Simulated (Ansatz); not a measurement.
# Work function of Pd by crystal face

Does the work function of Pd follow how densely a face is packed, and which functional comes nearest to experiment?

Measured values are compiled ones, as quoted in “Anisotropic work function of elemental crystals” (2019, arxiv:1902.07811).

Set-up. Ansatz 0.2.0, plane waves with PAW datasets (its set soft_2) at their recommended cutoffs; symmetric slabs of 7 layers (11 for bcc (111)) cut at the tabulated experimental lattice constant, atoms at bulk places, 18 Å of vacuum, k-spacing 0.16 Å⁻¹ (2π included), Fermi-Dirac smearing of 0.1 eV, SCF threshold 1e-9 eV; spin-polarised where the metal is Fe, Co or Ni. The work function is the vacuum level less the Fermi level; differences are formed before rounding.

What came out:

| face | atoms per nm² | LDA (eV) | PBEsol (eV) | r2SCAN (eV) | PBE (eV) | RPBE (eV) | PBE, relaxed (eV) | measured (eV) |
| --- | --- | --- | --- | --- | --- | --- | --- | --- |
| (111) | 15.3 | 5.64 | 5.36 | 5.22 | 5.22 | 5.03 | 5.24 | 5.67 |
| (100) | 13.2 | 5.50 | 5.21 | 5.08 | 5.09 | 4.89 | 5.09 | 5.48 |
| (110) | 9.3 | 5.24 | 4.94 | 4.83 | 4.84 | 4.65 | 4.87 | 5.07 |

**Answer.** With PBE the work function runs from 5.22 eV on (111) to 4.84 eV on (110). It falls with the atom density, as Smoluchowski smoothing would have it: on an open face electrons flow from the ridges into the troughs, which weakens the surface dipole. All functionals in the table give the same order. LDA lies 0.40 to 0.42 eV above PBE. With the layers relaxed PBE misses the measured values by 0.20 to 0.43 eV. Against the 3 measured values on unreconstructed faces, LDA comes nearest (mean absolute error 0.07 eV), and PBE misses by 0.23 to 0.45 eV. For (111), (100) and (110) the measured order is the one that PBE gives. Relaxing all layers with PBE (forces under 0.01 eV/Å) moves the values by +0.01 to +0.03 eV.

What the numbers leave out: Slabs this thin leave size errors that can reach a tenth of an eV or more. Compiled measured values differ between sources by a tenth of an eV or more. The functionals share one unrelaxed geometry at the tabulated experimental lattice constant; the relaxed column keeps that in-plane lattice, which is not PBE's own.
